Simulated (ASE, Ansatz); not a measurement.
# Relaxing RbCl(100) slab (54 atoms), part 2 of 2

Aim: bring RbCl(100) slab (54 atoms) to a nearby minimum of the energy and see what moves.

Ansatz 0.2.0; Kohn-Sham DFT, PBE, PAW (set soft_2), plane waves.

The cell: 27 Rb and 27 Cl. Sampling is at Γ alone, for a cell whose shortest periodic width is 14 Å.

So far. Step 3 (Relaxation): The relaxation changed the energy by -1.17 meV/atom, and atoms moved by 0.06 Å r.m.s., 0.13 Å at most.

## 5. Single point at the relaxed geometry

The electronic structure is read at the final geometry, in a run of its own.

The input, input.yaml:

```yaml
crystal:
  lattice:
    - [13.9795, 0.0, 0.0]
    - [0.0, 13.9795, 0.0]
    - [0.0, 0.0, 20.59]
  atoms:
    - { symbol: Rb, position: [0.00168, 0.99906, 0.33978] }
    - { symbol: Cl, position: [0.16762, 0.16813, 0.34019] }
    - { symbol: Rb, position: [0.16883, 0.1668, 0.50178] }
    - { symbol: Cl, position: [0.00213, 0.99981, 0.50174] }
    [... 44 atom lines left out ...]
    - { symbol: Rb, position: [0.66731, 0.66736, 0.34174] }
    - { symbol: Cl, position: [0.83295, 0.8328, 0.34018] }
    - { symbol: Rb, position: [0.83554, 0.83321, 0.50223] }
    - { symbol: Cl, position: [0.66844, 0.66663, 0.50257] }
    - { symbol: Rb, position: [0.66867, 0.66665, 0.66412] }
    - { symbol: Cl, position: [0.83549, 0.8332, 0.66465] }
kpoints:
  mp_grid: { grid: [1, 1, 1] }
hamiltonian:
  xc: pbe
scf:
  occupations: { method: fixed }
output:
  forces: true
  populations: true
  dos:
    method: { smearing: { sigma: 0.08 } }
    de: 0.1
    projected: { site_lists: { Cl: [Cl], Rb: [Rb] } }
  eigenvalues: true
  write_density: true
  write_potential: true
  volumetric_format: npy
  elf: true
```

Started as:

```sh
$ ansatz run input.yaml --threads 4 --pin off --max-ram 8192MiB --backend cpu --events-out ev --progress --plain --runs-dir out
```

Numbers of over 12 decimals in the logs are rounded to 6 here.

The program printed:

```text
[...]
Crystal: 54 atoms, lattice volume = 4023.830 Å³
Basis set: ecut = 420 eV, 78689 PW (Γ), exchange–correlation on 192×192×288 points (8 copies of the dense FFT grid, shifted against one another)
Bands: 270, of which v1, the nominal top of the filled ones, is band 216 counted from 1 (215 counted from 0)
Symmetry: 1 space group operations
[...]
k-points: 1
[...]
SCF iter   1: F=—  HF=-117468.041196 eV  |F-HF|=—  |Δ(HF+E_count)|=         —  Δρ=3.93e-4  dr2=1.54e-2  ethr=1.77e-3  ⟨swp⟩=5.0  Hψ=904  notcnv=0  defer=47
[...]
SCF iter   6: F=-117468.061036 eV  HF=-117468.061036 eV  |F-HF|=6.70e-8  |Δ(HF+E_count)|=   3.58e-6  Δρ=9.12e-7  dr2=4.13e-8  ethr=2.31e-11  ⟨swp⟩=35.0  Hψ=3557  notcnv=0
SCF 1 converged in 6 iterations: F = -117468.061036 eV  dr2 = 4.13e-8
[...]
WARN: The output density's exchange-correlation potential varies sharply where the density is thin. Do not read a vacuum level from v_tot or v_xc, or from such a field of the output density. On a cell that repeats whose density bears no net charge and no dipole along the vacuum's axis use v_es (v_loc + v_h of the components); [...]
SCF converged after 6 iterations
Free energy (F): -117468.061036 eV
[...]
Internal energy: -117468.061036 eV  (E = F + TS)
E sigma→0 (E₀):  -117468.061036 eV
Fermi energy:    -2.582950 eV
[...]
--- Forces (eV/Å), atoms counted from 1 ---
  atom   1  Rb     0.00181923     0.01751965     0.01630918
  atom   2  Cl     0.03258288    -0.02268651    -0.02660270
  atom   3  Rb     0.00021004    -0.00037314     0.00363556
  atom   4  Cl    -0.00240987    -0.00020441     0.00312652
  atom   5  Rb     0.00088143     0.00081164     0.00146895
  atom   6  Cl    -0.00066594    -0.00081800     0.00262598
  atom   7  Rb     0.02662942    -0.01346747     0.00650144
  atom   8  Cl    -0.00398313    -0.00527618    -0.03689995
  atom   9  Rb     0.00312914     0.00016844     0.00679025
  atom  10  Cl    -0.00054753     0.00019143    -0.00074393
  atom  11  Rb     0.00240831     0.00033195     0.00108380
  atom  12  Cl    -0.00013083    -0.00081285     0.00516019
  atom  13  Rb    -0.02441540     0.03804133     0.01353309
  atom  14  Cl     0.01100040    -0.01675184    -0.03377216
[...]
atom  53  Rb     0.00034054     0.00025044     0.00180126
  atom  54  Cl     0.00030375     0.00023374     0.00705583
  max |Σ_I F_I| component: 1.97e-4 eV/Å
--- Band table (eV) ---
[...]
--- Löwdin populations: 54 sites ---
  site symbol       q [e]
     0     Rb      8.1820
     1     Cl      7.7513
     2     Rb      8.2227
[...]
53     Cl      7.7513
  spilling = 0.003727 (of n_electrons = 432.000000)
```

Run time: 32 s. Hardware: 4 threads of Arm Neoverse V2, shared host; peak memory 3.3 GiB; 2.1 min of CPU time.

The program notes that the exchange-correlation potential is rough where the density is thin.

Read from the output:

```
free energy                                      : -117468.0610 eV
free energy per atom                             : -2175.3345 eV/atom
SCF cycles                                       : 6
r.m.s. force component                           : 0.01864 eV/Å
longest force                                    : 0.08489 eV/Å
Fermi energy                                     : -2.583 eV
gap (highest filled to lowest empty level) : 4.739 eV
potential in mid-vacuum, over the Fermi level    : 5.981 eV
potential 4.5 Å over the upper face              : 5.995 eV
potential 4.5 Å under the lower face             : 5.968 eV
spilling of the projection                       : 0.003727
```

Löwdin charges by element and coordination (they lack the spilled electrons, 0.030 e an atom on average):

```tsv
element	coordination	atoms	mean charge (e)	spread	least	most
Cl	all	27	-0.745	0.0094	-0.751	-0.731
Cl	5	18	-0.751	1.0e-4	-0.751	-0.751
Cl	6	9	-0.731	0	-0.731	-0.731
Rb	all	27	0.804	0.0192	0.777	0.819
Rb	5	18	0.818	3.0e-4	0.817	0.819
Rb	6	9	0.777	1.0e-4	0.777	0.777
```

Density of states as counts of states in windows of 1 eV (from the Fermi level), total and the larger projections:

```tsv
from (eV)	to (eV)	total	Rb p	Cl p	Cl s
-14	-13	0.0	0.0	0.0	0.0
-13	-12	23.6	0.4	0.0	22.0
-12	-11	30.4	0.5	0.0	28.7
-11	-9	0.0	0.0	0.0	0.0
-9	-8	161.5	158.7	1.4	1.1
-8	-7	0.5	0.5	0.0	0.0
-7	-1	0.0	0.0	0.0	0.0
-1	0	158.9	1.4	152.6	0.1
0	1	3.1	0.0	3.1	0.0
1	4	0.0	0.0	0.0	0.0
4	5	2.1	0.0	0.0	0.2
```

The curve was stored every 0.10 eV, coarse against its broadening of 0.08 eV, so these counts are rough.

With fixed occupations the program's Fermi level is the highest filled level; weight inside the gap is the broadening of levels at its edges.

Between -25 and -14 eV lie 54 more states.

The levels nearest the highest filled one (over half full), pooled over k-points and spins:

```tsv
level less the highest filled one (eV)	occupation
-0.0734	2
-0.063	2
-0.0218	2
-0.0196	2
-4.0e-4	2
0	2
4.74	0
5.12	0
5.77	0
5.77	0
5.77	0
5.78	0
```

Planar average of the electrostatic potential energy along the normal, with the Fermi level as zero, after a running mean with a triangular window 4 Å wide at its base:

```tsv
height (Å)	potential energy (eV)
0.0	5.98
0.6	5.98
1.1	5.98
1.7	5.97
2.3	5.97
2.9	5.96
3.6	5.95
4.1	5.87
4.7	5.42
5.3	4.04
5.9	2.02
6.4	0.03
7.0	-0.95
7.6	-0.06
8.2	1.36
8.7	1.86
9.3	1.17
9.9	-0.31
10.6	-0.77
11.2	0.58
11.7	1.71
12.3	1.70
12.9	0.57
13.4	-0.77
14.0	-0.55
14.6	1.20
15.2	3.29
15.7	5.03
16.3	5.81
16.9	5.97
17.6	5.99
18.2	5.99
18.7	5.99
19.3	5.99
19.9	5.99
20.4	5.98
```

ELF in the ca plane at fractional y = 0.000, with atoms of Rb and Cl within 0.2 Å of it. It is the smooth field of the valence electrons, not physical close to the nuclei.

Values, 13 rows by 16 columns, each cell a mean:
```
0.00 0.00 0.01 0.37 0.74 0.72 0.18 0.78 0.79 0.46 0.44 0.72 0.65 0.08 0.00 0.00
0.00 0.00 0.00 0.01 0.11 0.08 0.02 0.22 0.28 0.09 0.03 0.12 0.04 0.00 0.00 0.00
0.00 0.00 0.00 0.01 0.05 0.04 0.01 0.16 0.22 0.07 0.01 0.07 0.02 0.00 0.00 0.00
0.00 0.00 0.01 0.30 0.73 0.70 0.16 0.76 0.80 0.44 0.39 0.74 0.61 0.07 0.00 0.00
0.00 0.00 0.01 0.48 0.67 0.73 0.24 0.81 0.70 0.52 0.53 0.56 0.77 0.14 0.00 0.00
0.00 0.00 0.00 0.06 0.33 0.28 0.05 0.44 0.55 0.22 0.11 0.37 0.19 0.01 0.00 0.00
0.00 0.00 0.00 0.00 0.01 0.01 0.00 0.04 0.05 0.01 0.00 0.01 0.01 0.00 0.00 0.00
0.00 0.00 0.00 0.16 0.54 0.47 0.09 0.61 0.72 0.32 0.22 0.58 0.36 0.03 0.00 0.00
0.00 0.00 0.02 0.53 0.62 0.72 0.25 0.81 0.67 0.53 0.56 0.50 0.79 0.15 0.00 0.00
0.00 0.00 0.00 0.20 0.61 0.54 0.11 0.67 0.76 0.36 0.27 0.65 0.43 0.04 0.00 0.00
0.00 0.00 0.00 0.00 0.01 0.01 0.01 0.06 0.08 0.02 0.01 0.01 0.01 0.00 0.00 0.00
0.00 0.00 0.00 0.05 0.26 0.21 0.04 0.38 0.47 0.18 0.09 0.30 0.14 0.01 0.00 0.00
0.00 0.00 0.01 0.46 0.69 0.74 0.22 0.81 0.72 0.50 0.52 0.60 0.75 0.12 0.00 0.00
```
Columns run along c (16.0 Å, from fractional 0.11 to 0.89 of the cell), rows up along a (14.0 Å). Atoms in or near the plane, at fractional coordinates: Rb at (0.34, 0.00), Cl at (0.50, 0.00), Rb at (0.66, 0.00), Rb at (0.34, 0.34), Cl at (0.50, 0.34), Rb at (0.66, 0.34), Rb at (0.34, 0.67), Cl at (0.50, 0.67), Rb at (0.66, 0.67).

Valence density in the ca plane at fractional y = 0.000, with atoms of Rb and Cl within 0.2 Å of it. It is the smooth field of the valence electrons, not physical close to the nuclei.

Ten even steps from '0' (0.0 e/Å³) to '9' (1.9 e/Å³), each cell a mean:
```
00000000000000001599951001377752000389972000
00000000000000000123210000123210000023310000
00000000000000000000000000000000000000000000
00000000000000000000000000000000000000000000
00000000000000000000000000000000000000000000
00000000000000000000000000001000000000000000
00000000000000000257630000246531000147641000
00000000000000001697972001483672001498993000
00000000000000001599961001376752000389972000
00000000000000000123210000123210000023310000
00000000000000000000000000000000000000000000
00000000000000000000000000000000000000000000
00000000000000000000000000000000000000000000
00000000000000000000000000001000000000000000
00000000000000000267630000246531000147641000
00000000000000002797972001483672001498993000
00000000000000001599951001376752000389972000
00000000000000000123210000123210000023310000
00000000000000000000000000000000000000000000
00000000000000000000000000000000000000000000
00000000000000000000000000000000000000000000
00000000000000000000000000001000000000000000
00000000000000000257520000246531000147631000
00000000000000002797972001583672001598993000
```
Columns run along c (16.0 Å, from fractional 0.00 to 0.78 of the cell), rows up along a (14.0 Å). Atoms in or near the plane, at fractional coordinates: Rb at (0.34, 0.00), Cl at (0.50, 0.00), Rb at (0.66, 0.00), Rb at (0.34, 0.34), Cl at (0.50, 0.34), Rb at (0.66, 0.34), Rb at (0.34, 0.67), Cl at (0.50, 0.67), Rb at (0.66, 0.67).

Mean Löwdin charges: Cl -0.74, Rb +0.80 e (they miss 0.37 % of the electrons, so they add up to more than the cell's charge). The potential stands 5.99 eV above the highest filled level over the upper face and 5.97 eV under the lower one, a reading of the ionisation potential at this level on the run's k-points, but a rough one: there is no dipole correction, and the values are taken inside the vacuum, not at the faces.

The surroundings of Rb43, picked at random, nearest first, numbered as they follow in the input and with coordinates relative to it.

```tsv
atom	x	y	z	distance (Å)	bonds	Löwdin charge (e)	Fx	Fy	Fz (eV/Å)
Rb43	0.00	0.00	0.00	0.00	5	0.82	-0.041	-0.070	0.023
Cl44	2.30	2.28	0.00	3.24	5	-0.75	-0.007	0.059	-0.008
Cl26	-2.37	2.29	0.02	3.29	5	-0.75	0.029	0.048	-0.029
Cl38	2.33	-2.35	0.00	3.31	5	-0.75	-0.052	-0.013	-0.016
Cl46	-0.02	-0.02	3.34	3.34	6	-0.73	0.001	0.000	0.001
Cl20	-2.38	-2.37	0.04	3.36	5	-0.75	0.058	0.039	-0.043
Rb7	4.63	-0.01	0.03	4.63	5	0.82	0.027	-0.013	0.006
Rb49	-0.05	4.65	0.04	4.65	5	0.82	0.019	-0.029	-0.009
```

The column of bonds counts only the pairs Cl-Rb within 3.77 Å; other neighbours, such as metal atoms beside each other in a compound, aren't counted, and periodic images can show an atom twice.

## 6. Summary of results

```
energy change in the relaxation                  : -1.167 meV/atom
r.m.s. displacement                              : 0.06 Å
largest displacement                             : 0.129 Å
free energy per atom                             : -2175.3345 eV/atom
r.m.s. force component                           : 0.01864 eV/Å
gap (highest filled to lowest empty level) : 4.739 eV
potential in mid-vacuum, over the Fermi level    : 5.981 eV
wall time of the 3 DFT runs                      : 1.7 min
```

Relaxation lowers the energy by 1.17 meV/atom and moves atoms by 0.06 Å r.m.s.; the r.m.s. force component goes from 0.040 to 0.019 eV/Å, held atoms included, and the gap from 4.75 to 4.74 eV. By the final cutoffs no bond was broken or made. From the first step to the last the energy fell by 0.063 eV, and the largest move was 0.13 Å (Cl12, with 1 other atom within 2 % of it). The Cl-Rb bonds go from 3.295 Å (spread 0.027) to 3.305 Å (spread 0.023). With the cutoffs above, 67 % of Cl atoms have 5 and 67 % of Rb atoms have 5 bonded neighbours. The highest filled and lowest empty levels differ by 4.74 eV at Γ alone; the mesh holds the band edges only if they fold onto it, so the gap at this level can be narrower or closed, and states at the surface or the caps may set it. The potential stands 5.99 eV above the highest filled level over the upper face and 5.97 eV under the lower one, a reading of the ionisation potential at this level on the run's k-points, but a rough one: there is no dipole correction, and the values are taken inside the vacuum, not at the faces.

[Logs are printed without paths, hosts, clocks, repeated set-up lines and the standing remarks that a program may print on its own settings, such as how far it seeks lower states.]

[Hosts, paths, dates, database ids (printed as entryN), source tags and the programs' standing remarks are cut or masked in the printed files.]
